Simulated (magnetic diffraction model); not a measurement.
# SrFePb4O10 below its ordering temperature

Space group P4/nmm (no. 129, origin choice 1), a = 8.2330 Å, c = 8.4440 Å.

```csv
site,atom,x,y,z
8j,Pb,0.7889,0.2889,0.8128
2b,Sr,1/2,1/2,1/2
2c,Fe,1/2,0,0.6864
8i,O,1/2,0.2382,0.2270
8j,O,0.8128,0.6872,0.3254
4d,O,1/4,1/4,0
```

The compound is invented for this exercise: a known structure type with other elements, its cell scaled to their sizes and not relaxed.

Only Fe is taken to order (form factors of Fe2+); orders and moment sizes are assumed, and not adapted to the symmetry. Radiation: neutrons of λ = 1.909 Å, 3° to 45°; isotropic B of 0.39 Å² (Pb), 0.67 Å² (Sr), 0.81 Å² (Fe) and 1.06 Å² (O). Simulated constant-wavelength pattern: nuclear and magnetic terms add, the magnetic one as |2.695 fm × Σ f S⊥ exp(2πi Q·r) exp(−B s²)|², summed over all Q at one angle with the factor 1/(sin²θ cos θ). For collinear order S is the moment m, which repeats by lattice and centring translations R with the sign exp(−2πi k·R). Free-ion form factors, Sears's scattering lengths of 1992, no absorption; a label names one of the reflections at its angle. The strongest nuclear line in the range is 100, and lines under 0.2 are left out.

Above the ordering temperature:

| 2θ (°) | index | I |
| --- | --- | --- |
| 12.98 | (0 0 1) | 7.0 |
| 18.64 | (1 0 1) | 3.5 |
| 18.87 | (1 1 0) | 9.6 |
| 22.97 | (1 1 1) | 1.1 |
| 26.13 | (0 0 2) | 66.8 |
| 26.82 | (2 0 0) | 100.0 |
| 29.44 | (1 0 2) | 48.3 |
| 29.90 | (2 0 1) | 62.2 |
| 32.43 | (1 1 2) | 24.6 |
| 32.86 | (2 1 1) | 60.0 |
| 37.79 | (2 0 2) | 24.9 |
| 38.28 | (2 2 0) | 54.1 |
| 39.65 | (0 0 3) | 0.9 |
| 40.24 | (2 1 2) | 4.6 |
| 40.59 | (2 2 1) | 0.6 |
| 42.00 | (1 0 3) | 4.2 |
| 42.90 | (3 0 1) | 0.8 |
| 43.02 | (3 1 0) | 7.6 |
| 44.26 | (1 1 3) | 10.4 |

Below it (cell unchanged):

```tsv
2θ (°)	I
6.65	11.0
12.98	7.0
14.60	1.7
14.89	7.2
18.64	3.5
18.87	9.6
19.81	7.5
20.03	1.1
22.97	1.1
23.94	2.2
24.13	1.8
26.13	66.8
26.82	100.0
26.99	1.5
27.49	1.4
27.66	1.8
29.44	48.3
29.90	62.2
30.21	1.2
30.66	2.4
32.43	24.6
32.86	60.0
33.70	1.2
35.86	1.9
36.25	1.9
36.38	0.5
37.79	24.9
38.28	54.1
38.41	1.3
38.78	1.2
39.65	0.9
40.24	4.6
40.25	0.2
40.59	0.6
41.29	0.6
42.00	4.2
```
(The table stops after 36 lines; 8 more lie at higher angle.)

**Question.** Check that the new lines index with k = (1/2 0 0), then choose among these models:
A. collinear moments along [101], 3.88 μB on Fe; signs + at (1/2, 0, 0.6864), − at (0, 1/2, 0.3136)
B. collinear moments along [001], 3.88 μB on Fe; signs + at (1/2, 0, 0.6864), − at (0, 1/2, 0.3136)
C. collinear moments along [101], 3.88 μB on Fe; signs + at (1/2, 0, 0.6864), + at (0, 1/2, 0.3136)
D. collinear moments along [001], 3.88 μB on Fe; signs + at (1/2, 0, 0.6864), + at (0, 1/2, 0.3136)

The new lines index as (1/2 0 0) at 6.65°, (1/2 0 1) at 14.60°, (1/2 1 0) at 14.89° and (1/2 1 1) at 19.81°, that is as H ± k with k = (1/2 0 0), one of 2 inequivalent arms of its star (k and −k counted as one), which a powder can't tell apart. Half indices mean that the moments reverse under translations with k·R a half-integer, and the magnetic cell has twice the primitive volume.

Magnetic intensity, observed (below minus above) and for each model:

| 2θ (°) | index | observed | A | B | C | D |
| --- | --- | --- | --- | --- | --- | --- |
| 6.65 | (1/2 0 0) | 11.0 | 11.0 | 21.4 | 11.0 | 21.4 |
| 14.60 | (1/2 0 1) | 1.7 | 1.7 | 1.7 | 6.5 | 1.7 |
| 19.81 | (1/2 1 1) | 7.5 | 7.5 | 4.8 | 4.8 | 4.8 |
| 23.94 | (3/2 0 1) | 2.2 | 2.2 | 1.9 | 0.5 | 1.9 |
| 26.99 | (1/2 0 2) | 1.5 | 1.5 | <0.2 | 0.5 | <0.2 |
| 27.49 | (3/2 1 1) | 1.4 | 1.4 | 3.0 | 3.4 | 3.0 |
| 30.21 | (1/2 1 -2) | 1.2 | 1.2 | 0.7 | 2.4 | 0.7 |
| 35.86 | (3/2 1 2) | 1.9 | 1.9 | 0.9 | 0.3 | 0.9 |

Model A matches.

The structure used: k = (1/2 0 0), collinear moments along [101], 3.88 μB on Fe; signs + at (1/2, 0, 0.6864), − at (0, 1/2, 0.3136).

[Logs are printed without paths, hosts, clocks, repeated set-up lines and the standing remarks that a program may print on its own settings, such as how far it seeks lower states.]
